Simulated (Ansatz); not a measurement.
Rows from a G0W0 calculation on La2O3 (P-3m1) (Ansatz 0.2.0; G0W0 on PBE, plane waves, PAW; 6×6×2 mesh, 525 empty bands, screening to 200 eV, plasmon pole), in eV. Spin-orbit coupling is left out.

| row | k | band | start | Σx | Σc at the solution | Vxc |
| --- | --- | --- | --- | --- | --- | --- |
| A | (0.333, 0.333, 0.000) | v1 | 9.603 | -25.633 | 4.117 | -20.923 |
| B | (0.333, 0.333, 0.000) | c2 | 14.416 | -14.640 | -7.147 | -24.628 |
| C | (0.000, -0.500, -0.500) | c2 | 14.304 | -13.982 | -6.549 | -23.085 |
| D | (0.333, 0.333, 0.000) | c1 | 13.569 | -9.219 | -4.663 | -14.841 |
| E | (0.000, -0.500, -0.500) | c1 | 14.083 | -13.856 | -6.522 | -22.864 |
| F | (0.000, -0.500, -0.500) | v1 | 9.711 | -25.145 | 4.207 | -20.347 |

**Question.** Give the quasiparticle energies and the shift of each level.

The quasiparticle equation reads E = start + Σx + Σc(E) − Vxc.

```
row  E (eV)  shift (eV)
  A   9.009      −0.594
  B  17.257      +2.841
  C  16.858      +2.554
  D  14.529      +0.960
  E  16.570      +2.487
  F   9.120      −0.591
```

The gap over the computed points goes from 3.84 eV to 5.41 eV.

Limits: not at the basis limit; f levels unsure; no spin-orbit coupling; coarse k mesh.

[Paths, hosts, dates, memory and timing lines, banners, echoed tables and standing remarks are left out of the program output.]

[Logs are printed without paths, hosts, clocks, repeated set-up lines and the standing remarks that a program may print on its own settings, such as how far it seeks lower states.]

[Runs of the session that timed out or met a known fault of the program may be left out.]

[Cells called generated may have been cut or substituted from an entry of the Crystallography Open Database or the Materials Project.]

[Hosts, paths, dates, database ids (printed as entryN), source tags and the programs' standing remarks are cut or masked in the printed files.]
